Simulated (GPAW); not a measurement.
## How TaN absorbs and reflects light

Aim: the dielectric function of TaN, and the optical constants that follow from it.

Program: GPAW 26.7.0. Level of theory: DFT, LDA, plane-wave PAW (GPAW data sets), scalar-relativistic, RPA, optical limit. Results are calculated unless marked as measured.

Report form: the programs' logs are mostly left out.

### 1. The structure

The structure is cubic, space group Fm-3m (No. 225). The conventional cell has a = 4.358 Å, b = 4.358 Å, c = 4.358 Å, α = 90.00°, β = 90.00°, γ = 90.00°. Nearest to Ta lie 6 N at 2.18 Å. Nearest to N lie 6 Ta at 2.18 Å. Farther neighbours and most contacts between anions are not listed.

Structure file:

```cif
data_structure
_symmetry_space_group_name_H-M 'Fm-3m'
_symmetry_Int_Tables_number 225
_cell_length_a 4.3580
_cell_length_b 4.3580
_cell_length_c 4.3580
_cell_angle_alpha 90.000
_cell_angle_beta 90.000
_cell_angle_gamma 90.000
_cell_volume 82.77
loop_
_atom_site_label
_atom_site_type_symbol
_atom_site_symmetry_multiplicity
_atom_site_Wyckoff_symbol
_atom_site_fract_x
_atom_site_fract_y
_atom_site_fract_z
_atom_site_occupancy
Ta1 Ta 4 b 0.50000 0.00000 0.00000 1
N1 N 4 a 0.00000 0.00000 0.00000 1
```

### 2. Ground state

First the ground state: is it a metal or has it a gap?

This step: DFT, LDA, plane-wave PAW (GPAW data sets), scalar-relativistic, ground state (GPAW 26.7.0).

The input, gs.py:

```python
from ase import Atoms
from ase.dft.bandgap import bandgap
from gpaw import GPAW, PW, FermiDirac

atoms = Atoms(['Ta', 'N'],
              cell=[[0.000000000000, 2.179000000000, 2.179000000000],
                    [2.179000000000, 0.000000000000, 2.179000000000],
                    [2.179000000000, 2.179000000000, 0.000000000000]],
              scaled_positions=[[0.500000000000, 0.500000000000, 0.500000000000],
                                [0.000000000000, 0.000000000000, 0.000000000000]],
              pbc=[True, True, True])
atoms.calc = GPAW(mode=PW(500), xc='LDA', kpts={'size': (9, 9, 9), 'gamma': True},
                  occupations=FermiDirac(0.05), maxiter=150, txt='gs.txt')
print('energy (eV)', atoms.get_potential_energy())
print('Fermi level (eV)', atoms.calc.get_fermi_level())
print('valence electrons', atoms.calc.get_number_of_electrons())
print('gap (eV)', bandgap(atoms.calc, output=None)[0])
print('direct gap (eV)', bandgap(atoms.calc, direct=True, output=None)[0])
atoms.calc.write('gs.gpw')
```

On the command line:

```console
$ OMP_NUM_THREADS=1 python gs.py
```

It took 4.9 s on 1 thread of Arm Neoverse V2, shared host; peak memory 0.13 GiB.

Read-outs, printed or worked out from the files:

- energy: -21.78 eV
- Fermi energy: 15.53 eV
- electrons: 18

There are states at the Fermi level within the smearing, so the occupations stay smeared and the carriers get a Drude term.

### 3. Bands for the response

At the fixed density, many empty bands are solved on the mesh of the response, since the spectrum sums over them.

This step: DFT, LDA, plane-wave PAW (GPAW data sets), scalar-relativistic, bands at fixed density (GPAW 26.7.0).

The input, nscf.py:

```python
from ase.dft.bandgap import bandgap
from gpaw import GPAW, FermiDirac

calc = GPAW('gs.gpw').fixed_density(kpts={'size': (14, 14, 14), 'gamma': True}, nbands=33, convergence={'bands': 27},
                                    occupations=FermiDirac(0.05), txt='nscf.txt')
print('gap (eV)', bandgap(calc, output=None)[0])
print('direct gap (eV)', bandgap(calc, direct=True, output=None)[0])
print('top band over the Fermi level (eV)', min(calc.get_eigenvalues(kpt=k)[26] for k in range(len(calc.get_ibz_k_points()))) - calc.get_fermi_level())
calc.write('full.gpw', mode='all')
```

On the command line:

```console
$ OMP_NUM_THREADS=1 python nscf.py
```

Wall time 21 s (1 thread); peak memory 0.17 GiB.

### 4. Dielectric function, RPA

Local fields let the induced charge screen the field inside the cell, which as a rule lowers ε, most along directions where the density is uneven.

This step: DFT, LDA, plane-wave PAW (GPAW data sets), scalar-relativistic, RPA, optical limit (GPAW 26.7.0).

The input, df.py:

```python
from gpaw.response.df import DielectricFunction

df = DielectricFunction('full.gpw', frequencies={'type': 'nonlinear', 'domega0': 0.03, 'omega2': 8},
                        ecut=50,
                        eta=0.15,
                        nbands=27,
                        rate=0.05,
                        txt='df.txt')
for direction in ['x']:
    df.get_dielectric_function(xc='RPA', direction=direction, filename=f'df_{direction}.csv')
```

On the command line:

```console
$ OMP_NUM_THREADS=1 python df.py
```

Run time: 6.6 s. Hardware: 1 thread; peak memory 0.22 GiB.

Sum at mesh points, not converged in k. Table of Im ε, E ∥ x by photon energy; read off at these points:

| photon energy (eV) | Im ε, E ∥ x |
| --- | --- |
| 0.5 | 221 |
| 1.0 | 26.8 |
| 1.5 | 12.1 |
| 2.0 | 7.63 |
| 2.5 | 3.90 |
| 3.0 | 2.35 |
| 3.5 | 2.58 |
| 4.0 | 2.74 |
| 4.5 | 2.84 |
| 5.0 | 4.81 |
| 5.5 | 4.63 |
| 6.0 | 5.27 |
| 6.5 | 6.92 |
| 7.0 | 6.41 |
| 7.5 | 7.20 |
| 8.0 | 6.46 |
| 8.5 | 7.73 |
| 9.0 | 6.46 |
| 9.5 | 6.62 |
| 10.0 | 6.82 |
| 10.5 | 6.06 |
| 11.0 | 5.57 |
| 11.5 | 5.28 |
| 12.0 | 4.93 |
| 12.5 | 3.61 |
| 13.0 | 2.53 |
| 13.5 | 1.65 |

Values under 1 per cm are given as 1; sum at mesh points, not converged in k. The absorption coefficient, E ∥ x by photon energy:

| photon energy (eV) | absorption coefficient, E ∥ x (1/cm) |
| --- | --- |
| 0.492 | 1.2e6 |
| 1.010 | 1.2e6 |
| 1.486 | 1.1e6 |
| 1.985 | 1.1e6 |
| 2.508 | 1.1e6 |
| 3.018 | 9.8e5 |
| 3.510 | 8.1e5 |
| 3.980 | 7.3e5 |
| 4.516 | 5.4e5 |
| 4.981 | 6.6e5 |
| 5.515 | 7.2e5 |
| 6.021 | 7.7e5 |
| 6.494 | 9.7e5 |
| 6.985 | 1.1e6 |
| 7.496 | 1.3e6 |
| 8.026 | 1.3e6 |
| 8.516 | 1.6e6 |
| 9.023 | 1.6e6 |
| 9.483 | 1.8e6 |
| 10.026 | 2.0e6 |
| 10.519 | 2.1e6 |
| 11.029 | 2.1e6 |
| 11.479 | 2.1e6 |
| 12.023 | 2.6e6 |
| 12.504 | 2.6e6 |
| 13.000 | 2.4e6 |
| 13.512 | 2.1e6 |

Sum at mesh points, not converged in k. Table of reflectivity at normal incidence, E ∥ x by photon energy; read off at these points:

| photon energy (eV) | reflectivity at normal incidence, E ∥ x (%) |
| --- | --- |
| 0.50 | 96.6 |
| 1.00 | 96.7 |
| 1.50 | 94.6 |
| 2.00 | 91.7 |
| 2.50 | 91.0 |
| 3.00 | 88.3 |
| 3.50 | 70.6 |
| 4.00 | 51.0 |
| 4.50 | 24.0 |
| 5.00 | 25.1 |
| 5.50 | 24.0 |
| 6.00 | 24.9 |
| 6.50 | 29.9 |
| 7.00 | 30.2 |
| 7.50 | 33.5 |
| 8.00 | 29.7 |
| 8.50 | 36.1 |
| 9.00 | 34.8 |
| 9.50 | 35.9 |
| 10.00 | 39.2 |
| 10.50 | 41.3 |
| 11.00 | 39.8 |
| 11.50 | 38.8 |
| 12.00 | 49.3 |
| 12.50 | 56.0 |
| 13.00 | 56.5 |
| 13.34 | 59.6 |
| 13.50 | 54.2 |

Sum at mesh points, not converged in k. The Im ε, E ∥ x by photon energy; read off at these points:

| photon energy (eV) | without local fields | with local fields |
| --- | --- | --- |
| 0.5 | 221 | 221 |
| 1.0 | 26.8 | 26.8 |
| 1.5 | 12.1 | 12.1 |
| 2.0 | 7.61 | 7.63 |
| 2.5 | 3.89 | 3.90 |
| 3.0 | 2.35 | 2.35 |
| 3.5 | 2.58 | 2.58 |
| 4.0 | 2.74 | 2.74 |
| 4.5 | 2.83 | 2.84 |
| 5.0 | 4.85 | 4.81 |
| 5.5 | 4.66 | 4.63 |
| 6.0 | 5.32 | 5.27 |
| 6.5 | 6.92 | 6.92 |
| 7.0 | 6.36 | 6.41 |
| 7.5 | 7.16 | 7.20 |
| 8.0 | 6.44 | 6.46 |
| 8.5 | 7.74 | 7.73 |
| 9.0 | 6.44 | 6.46 |
| 9.5 | 6.58 | 6.62 |
| 10.0 | 6.76 | 6.82 |
| 10.5 | 6.00 | 6.06 |
| 11.0 | 5.52 | 5.57 |
| 11.5 | 5.31 | 5.28 |
| 12.0 | 5.06 | 4.93 |
| 12.5 | 3.75 | 3.61 |
| 13.0 | 2.65 | 2.53 |
| 13.5 | 1.75 | 1.65 |

Sum at mesh points, not converged in k. The loss function −Im 1/ε at q → 0, E ∥ x by energy loss; read off at these points:

| energy loss (eV) | loss function −Im 1/ε at q → 0, E ∥ x |
| --- | --- |
| 0.50 | 7.2e-4 |
| 1.00 | 0.00144 |
| 1.50 | 0.00373 |
| 2.00 | 0.00793 |
| 2.50 | 0.0115 |
| 3.00 | 0.0208 |
| 3.50 | 0.0839 |
| 4.00 | 0.195 |
| 4.50 | 0.352 |
| 5.00 | 0.190 |
| 5.50 | 0.192 |
| 6.00 | 0.145 |
| 6.50 | 0.119 |
| 7.00 | 0.145 |
| 7.50 | 0.135 |
| 7.73 | 0.165 |
| 8.00 | 0.139 |
| 8.50 | 0.128 |
| 9.00 | 0.155 |
| 9.50 | 0.151 |
| 10.00 | 0.144 |
| 10.50 | 0.153 |
| 11.00 | 0.167 |
| 11.40 | 0.181 |
| 11.50 | 0.177 |
| 12.00 | 0.144 |
| 12.50 | 0.138 |
| 13.00 | 0.165 |
| 13.50 | 0.239 |

Optical constants at common wavelengths, from n + ik = √ε:

| wavelength (nm) | n | k | R (%) | 1/α |
| --- | --- | --- | --- | --- |
| 1550 | 1.79 | 14.711 | 96.8 | 8.4 nm |
| 450 | 0.46 | 3.776 | 88.8 | 9.5 nm |
| 405 | 0.37 | 3.108 | 87.2 | 10 nm |
| 365 | 0.48 | 2.464 | 76.9 | 12 nm |
| 308 | 0.77 | 1.732 | 49.8 | 14 nm |
| 248 | 1.81 | 1.330 | 25.1 | 15 nm |
| 193 | 2.33 | 1.392 | 28.4 | 11 nm |

In reflection the computed colour is near white: x = 0.315, y = 0.332, luminous reflectivity 91 %.

### 5. What came out

**Reading.** At this level (LDA, RPA) TaN is a metal. The mesh is too coarse to trust the carriers' weight, the reflectivity or the colour to better than tens of per cent. In reflection the computed colour is near white: x = 0.315, y = 0.332, luminous reflectivity 91 %. The carriers' damping of 0.05 eV is typed, not computed; it shapes the response at the lowest energies. Spin-orbit coupling is left out although heavy atoms are present. In this version of GPAW the matrix elements of the optical limit are incomplete, which can lower ε − 1 by up to a tenth where first-row anions or d states rule, and shift it by more in d metals. GPAW's carrier term has the form −ωp²/(ω + i·rate)², which damps like twice the rate and fails at low energy, so the curves leave the lowest energies out. The sum runs over mesh points 0.18 Å⁻¹ apart with no interpolation, so peaks are partly noise of the mesh, and the Drude plasma energy, a sum over the Fermi surface, isn't converged.

[Machine, clock and banner lines and Python warnings are left out of the logs.]

[Logs are printed without paths, hosts, clocks, repeated set-up lines and the standing remarks that a program may print on its own settings, such as how far it seeks lower states.]

[Hosts, paths, dates, database ids (printed as entryN), source tags and the programs' standing remarks are cut or masked in the printed files.]
